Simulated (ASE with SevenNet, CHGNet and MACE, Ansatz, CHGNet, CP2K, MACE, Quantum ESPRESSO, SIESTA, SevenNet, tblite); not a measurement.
# Machine-learned potentials on MgF2(100) slab (72 atoms): settings against a plane-wave reference

How do the settings of machine-learned potentials change the result for MgF2(100) slab (72 atoms)? A plane-wave run serves as the yardstick.

Main program and level: ASE with SevenNet, CHGNet and MACE; the method is named at each step.

### 1. The structure

The cell holds 72 atoms: 24 Mg and 48 F. Its edges and angles: a = 9.156 Å, b = 9.242 Å, c = 18.752 Å, α = 90.0°, β = 90.0°, γ = 90.0°. It derives from MgF2 (rutile). Rutile MgF2 (cell 4.621, 4.621, 3.052, 90, 90, 90), (100) slab of 2 repeat layers, 3 x 2 surface cells, 10 Å of vacuum; atoms within 2.77 Å of the bottom held; every coordinate displaced by a Gaussian of 0.07 Å. Then every atom was moved at random, 0.05 Å r.m.s. a Cartesian component. Vacuum lies along c.

The yardstick, on the same geometry:

```
method                                           : Kohn-Sham DFT, PBE, PAW, plane waves (Ansatz 0.2.0); cutoff 420 eV, Γ point, fermi-dirac smearing of 0.05 eV; PAW set soft_2
r.m.s. force component                           : 1.415 eV/Å
longest force                                    : 7.006 eV/Å
gap (highest filled to lowest empty level) : 4.307 eV
SCF cycles                                       : 8
time                                             : 8.1 s on 8 threads of Arm Neoverse V2, shared host
CPU time                                         : 58 s
```

### 2. SevenNet 0 potential

Method: machine-learned interatomic potential SevenNet 0, trained on PBE(+U) plane-wave data.

Input file run.py:

```python
import numpy as np
from ase.io import read
import mlip  # loads the published weights by name

atoms = read("structure.xyz")
atoms.calc = mlip.calc("7net-0")
energy = atoms.get_potential_energy()
forces = atoms.get_forces()
print(f"energy {energy:.6f} eV")
print("forces (eV/A)")
for i, (a, f) in enumerate(zip(atoms, forces)):
    print(f"{i:4d} {a.symbol:2s} {f[0]:10.5f} {f[1]:10.5f} {f[2]:10.5f}")
```

Input file structure.xyz:

```xyz
72
Lattice="9.15600 0.00000 0.00000 0.00000 9.24200 0.00000 0.00000 0.00000 18.75217" Properties=species:S:1:pos:R:3 pbc="T T T"
Mg 0.07673 4.60594 5.85461
Mg 1.61567 2.41789 8.15682
F 0.05603 3.22028 7.24940
F 0.07499 1.39785 8.90559
F 1.55048 0.83834 6.73747
F 1.47512 3.64227 5.03683
Mg 0.07316 4.51980 10.36601
Mg 1.52164 2.29442 12.81430
F 0.06080 3.21270 11.92338
F 9.13421 1.38658 13.69227
F 1.56211 0.89361 11.36194
F 1.51669 3.89985 9.70894
Mg 3.02111 4.63948 5.92381
Mg 4.62268 2.33823 8.10563
F 3.03045 3.22306 7.32422
F 3.08658 1.41957 9.08618
F 4.68851 0.94509 6.78454
F 4.62341 3.77489 5.18535
Mg 3.18107 4.70704 10.63942
Mg 4.75306 2.41641 12.74660
F 3.04410 3.28673 11.84800
F 3.06644 1.39748 13.70577
F 4.50658 1.05470 11.53221
F 4.56994 3.72758 9.68531
Mg 5.91972 4.67775 5.95963
Mg 7.60763 2.28019 8.39572
F 6.09259 3.21557 7.20271
F 6.15530 1.32817 9.22776
F 7.76136 0.94324 6.95012
F 7.56643 3.73321 4.84650
Mg 6.15439 4.57756 10.57510
Mg 7.56038 2.31780 12.91199
F 6.08370 3.17028 11.82343
F 6.08435 1.37928 13.64764
F 7.61440 0.92586 11.44689
F 7.51140 3.70484 9.63749
Mg 9.15243 9.08747 6.01063
Mg 1.48025 7.03141 8.29802
F 9.13705 7.84526 7.43580
F 9.15179 5.98373 9.04736
F 1.50296 5.57736 6.83760
F 1.53097 8.33499 4.98976
Mg 9.08074 9.20170 10.57379
Mg 1.50213 6.82956 12.83342
F 0.03974 7.57419 12.01339
F 9.14813 6.04150 13.80235
F 1.58390 5.38541 11.35256
F 1.26426 8.25495 9.63224
Mg 3.04428 0.06811 5.98119
Mg 4.45302 6.86403 8.20970
F 3.09949 7.77539 7.45324
F 3.10205 6.07329 9.03067
F 4.59173 5.43411 6.77310
F 4.57534 8.42039 4.97701
Mg 3.01443 9.07398 10.56797
Mg 4.71369 6.87605 12.92925
[... 12 atom lines left out ...]
F 6.17929 7.95200 12.04564
F 6.13983 6.09695 13.62551
F 7.44099 5.42182 11.26612
F 7.63693 8.34922 9.70462
```

Run with:

```console
OMP_NUM_THREADS=1 python run.py > output.txt
```

The log of the run:

```text
energy -365.422913 eV
forces (eV/A)
   0 Mg   -1.80376   -1.16115   -0.00383
   1 Mg   -1.20811   -0.72651    0.86811
   2 F    -0.28532    0.33556    0.38724
   3 F     0.29638   -0.45274    1.62999
   4 F    -0.24021    1.10455    0.54595
   5 F     1.05411    0.93588   -0.20401
   6 Mg   -3.16738    1.39125    1.62225
   7 Mg    0.90713   -1.30606   -0.12171
   8 F    -0.81694    0.34088    0.30477
   9 F    -0.16945    0.71631    0.08762
  10 F    -0.77321    0.00631    0.15586
  11 F     2.70240   -2.75246   -2.89375
  12 Mg   -0.65831   -1.33541   -0.10072
  13 Mg   -0.09524    0.09366    1.51170
  14 F     0.80095    0.71109   -0.70499
  15 F    -0.06052   -0.38112   -0.02132
  16 F    -0.91110    0.32665   -0.18753
  17 F    -2.20450   -1.05173   -2.23149
  18 Mg   -1.67652   -0.86092   -2.16319
  19 Mg   -3.39516   -1.72829    1.04756
  20 F     0.21965   -0.69009    1.65691
  21 F    -0.01926    1.22498   -0.12410
  22 F     0.23813   -1.76578   -1.55934
  23 F     0.28539   -0.62555   -1.06711
[...]
64 F    -0.53826   -0.45915   -1.06770
  65 F    -1.05892    0.75892    0.36259
  66 Mg   -2.03192    1.10997   -0.13703
  67 Mg   -1.95894   -2.20120    0.33354
  68 F    -0.18596   -0.13732    0.56640
  69 F     1.53022   -0.55456    1.28492
  70 F     3.75156    2.54205    2.70988
  71 F     0.41194   -1.11568   -0.87732
```

Wall time 7 s (1 thread of Arm Neoverse V2, shared host); peak memory 0.88 GiB.

Banners, paths, timers and routine set-up lines are dropped from the logs unmarked, and long logs keep their key lines alone; longer cuts are marked.

Against the reference:

- r.m.s. force component: 1.426 eV/Å
- r.m.s. difference of force components: 100.9 meV/Å
- longest difference of force vectors: 473.9 meV/Å
- force difference over r.m.s. force: 7.133 %
- slope of forces against the reference's: 1.006
- correlation of force components: 0.9975

Length of the force difference by element (eV/Å):

```csv
element,atoms,mean,most
F,48,0.13,0.45
Mg,24,0.20,0.47
```

Local excerpt of 9 atoms (numbers count through the whole input) about Mg14, picked at random; x, y, z are measured from there.

```csv
atom,x,y,z,distance (Å),bonds,Fx,Fy,Fz (eV/Å)
Mg14,0.00,0.00,0.00,0.00,6,-0.10,0.09,1.51
F17,0.07,-1.39,-1.32,1.92,3,-0.91,0.33,-0.19
F27,1.47,0.88,-0.90,1.94,3,0.58,-0.45,1.10
F15,-1.59,0.88,-0.78,1.98,3,0.80,0.71,-0.70
F16,-1.54,-0.92,0.98,2.04,3,-0.06,-0.38,-0.02
F24,-0.05,1.39,1.58,2.10,3,0.29,-0.63,-1.07
F28,1.53,-1.01,1.12,2.15,3,-0.56,0.47,-0.54
Mg26,2.98,-0.06,0.29,3.00,6,0.30,0.17,-1.55
Mg2,-3.01,0.08,0.05,3.01,6,-1.21,-0.73,0.87
```

Atoms are counted from 1 here, from 0 in the log.

Forces lie 7.1 % from the reference's, at 0.12 times its CPU time (on 1 against 8 cores).

### 3. CHGNet 0.3.0 potential

Method: machine-learned interatomic potential CHGNet 0.3.0, trained on PBE(+U) plane-wave data.

run.py, as its differences from that of step 2:

```diff
@@ -5,3 +5,3 @@
 atoms = read("structure.xyz")
-atoms.calc = mlip.calc("7net-0")
+atoms.calc = mlip.calc("chgnet-0.3.0")
 energy = atoms.get_potential_energy()
```

structure.xyz is that of step 2.

The log of the run:

```text
CHGNet v0.3.0 initialized with 412,525 parameters
CHGNet will run on cpu
energy -388.680634 eV
forces (eV/A)
   0 Mg   -1.68991   -0.95459    0.01748
   1 Mg   -1.41700   -0.82118    0.78396
   2 F    -0.18334    0.37647    0.44862
   3 F     0.30459   -0.34981    1.67895
   4 F    -0.17396    1.05731    0.53441
   5 F     0.97531    0.72229   -0.27424
   6 Mg   -3.10639    1.36335    1.71942
   7 Mg    0.82043   -1.08839   -0.14501
   8 F    -0.73028    0.31645    0.19378
   9 F    -0.16530    0.53627    0.20368
  10 F    -0.74579   -0.09705    0.03186
  11 F     2.78641   -2.67914   -2.86583
  12 Mg   -0.44434   -1.13724   -0.14382
  13 Mg   -0.04370    0.11333    1.29728
  14 F     0.90497    0.73119   -0.65798
  15 F    -0.02720   -0.31975   -0.10350
  16 F    -0.88812    0.33980   -0.09112
  17 F    -2.12268   -0.98019   -2.01266
  18 Mg   -1.87800   -1.00177   -2.06666
  19 Mg   -3.21335   -1.47724    1.23577
  20 F     0.21089   -0.57848    1.48421
  21 F     0.00862    1.11049    0.03661
  22 F     0.22932   -1.78754   -1.62078
  23 F     0.27012   -0.58079   -1.07171
[...]
64 F    -0.43401   -0.39438   -0.95254
  65 F    -1.10672    0.64242    0.23859
  66 Mg   -2.03471    1.10743    0.00162
  67 Mg   -1.78355   -2.07015    0.38259
  68 F    -0.14167   -0.09275    0.42057
  69 F     1.36195   -0.53604    1.24668
  70 F     3.89865    2.62463    2.79471
  71 F     0.47651   -0.98442   -0.71979
```

The job ended after 3.6 s (1 thread; peak memory 1.2 GiB).

Numbers from this run, and their distance from the reference:

- r.m.s. force component: 1.406 eV/Å
- r.m.s. difference of force components: 112.3 meV/Å
- longest difference of force vectors: 439.5 meV/Å
- force difference over r.m.s. force: 7.934 %
- slope of forces against the reference's: 0.9906
- correlation of force components: 0.9969

Against the first run (7.1 %), the force difference from the reference is 7.9 %, at 0.52 times the CPU time.

### 4. MACE MP-0b3 medium potential

Method: machine-learned interatomic potential MACE MP-0b3 medium, trained on PBE(+U) plane-wave data.

run.py, as its differences from that of step 3:

```diff
@@ -5,3 +5,3 @@
 atoms = read("structure.xyz")
-atoms.calc = mlip.calc("chgnet-0.3.0")
+atoms.calc = mlip.calc("mace-mp-0b3-medium")
 energy = atoms.get_potential_energy()
```

structure.xyz is that of step 3.

The log of the run:

```text
energy -363.450707 eV
forces (eV/A)
   0 Mg   -1.76316   -1.13933    0.02043
   1 Mg   -1.34495   -0.78152    1.07907
   2 F    -0.20422    0.35752    0.34074
   3 F     0.31395   -0.32034    1.61481
   4 F    -0.28569    1.10501    0.49431
   5 F     0.94473    0.74994   -0.24599
   6 Mg   -3.22119    1.53277    1.68829
   7 Mg    0.89097   -1.24741   -0.11992
   8 F    -0.75618    0.35956    0.22915
   9 F    -0.11542    0.60813    0.12143
  10 F    -0.77668   -0.16122    0.08406
  11 F     2.79064   -2.81184   -3.05395
  12 Mg   -0.61258   -1.19579   -0.16513
  13 Mg   -0.07518    0.12126    1.71746
  14 F     0.85142    0.68669   -0.74695
  15 F    -0.10085   -0.34597   -0.14692
  16 F    -0.91101    0.34230   -0.21835
  17 F    -2.06455   -1.01382   -2.06519
  18 Mg   -1.82968   -1.01113   -2.19924
  19 Mg   -3.41101   -1.67660    1.12415
  20 F     0.19735   -0.52763    1.59706
  21 F    -0.05698    1.13303   -0.02396
  22 F     0.21923   -1.78297   -1.44853
  23 F     0.30513   -0.50937   -1.00765
[...]
64 F    -0.45748   -0.41692   -1.13097
  65 F    -1.03003    0.66995    0.30257
  66 Mg   -2.08118    1.15460   -0.22171
  67 Mg   -1.93934   -2.06147    0.45619
  68 F    -0.14644   -0.13558    0.56307
  69 F     1.46574   -0.61435    1.23895
  70 F     3.83883    2.49167    2.74020
  71 F     0.48386   -1.03928   -0.74058
```

Run time: 6.8 s. Hardware: 1 thread; peak memory 0.98 GiB.

Against the reference:

```yaml
r_m_s_force_component: 1.453 eV/Å
r_m_s_difference_of_force_components: 112.1 meV/Å
longest_difference_of_force_vectors: 522.4 meV/Å
force_difference_over_r_m_s_force: 7.923 %
slope_of_forces_against_the_reference_s: 1.024
correlation_of_force_components: 0.9973
```

Against the first run (7.1 %), the force difference from the reference is 7.9 %, at 0.97 times the CPU time.

### 5. The ladder

Differences are against the plane-wave reference, forces as r.m.s. over components; share is that over the reference's r.m.s. force, slope the least-squares factor from reference forces to these. Total energies of different programs have different zeros and aren't compared.

```csv
run,"Δ force, r.m.s. (meV/Å)",share (%),slope,cores,CPU time,memory (GiB)
reference,-,-,-,8,58 s,1.8
SevenNet 0 potential,101,7.13,1.006,1,7 s,0.88
CHGNet 0.3.0 potential,112,7.93,0.991,1,3.6 s,1.2
MACE MP-0b3 medium potential,112,7.92,1.024,1,6.8 s,0.98
```

Times of the machine-learned potentials are mostly Python's start and the loading of weights.

CPU time is summed over cores on a shared host, where runs went side by side, so it is rough. Symmetry, cutoffs, thresholds, outputs and thread counts weren't matched or tuned between programs; memory under MPI is the largest rank's times the ranks.

### 6. Summary of results

| Property | Result |
| --- | --- |
| nearest in forces | SevenNet 0 potential, 7.1 % |
| its CPU time | 7 s |

In words: Machine-learned potentials differ by 7.1 % (SevenNet 0 potential) to 7.9 % (CHGNet 0.3.0 potential); they were trained on other programs' data. Machine-learned potentials mimic data converged in k, so the reference's own k-point error enters their differences. The electronic-structure runs sample only Γ, in a cell whose shortest periodic width is 9 Å.

[Also dropped from logs without a mark: logging warnings of Python, and SIESTA's first energy breakdown and zero terms.]

[Logs are printed without paths, hosts, clocks, repeated set-up lines and the standing remarks that a program may print on its own settings, such as how far it seeks lower states.]

[Hosts, paths, dates, database ids (printed as entryN), source tags and the programs' standing remarks are cut or masked in the printed files.]
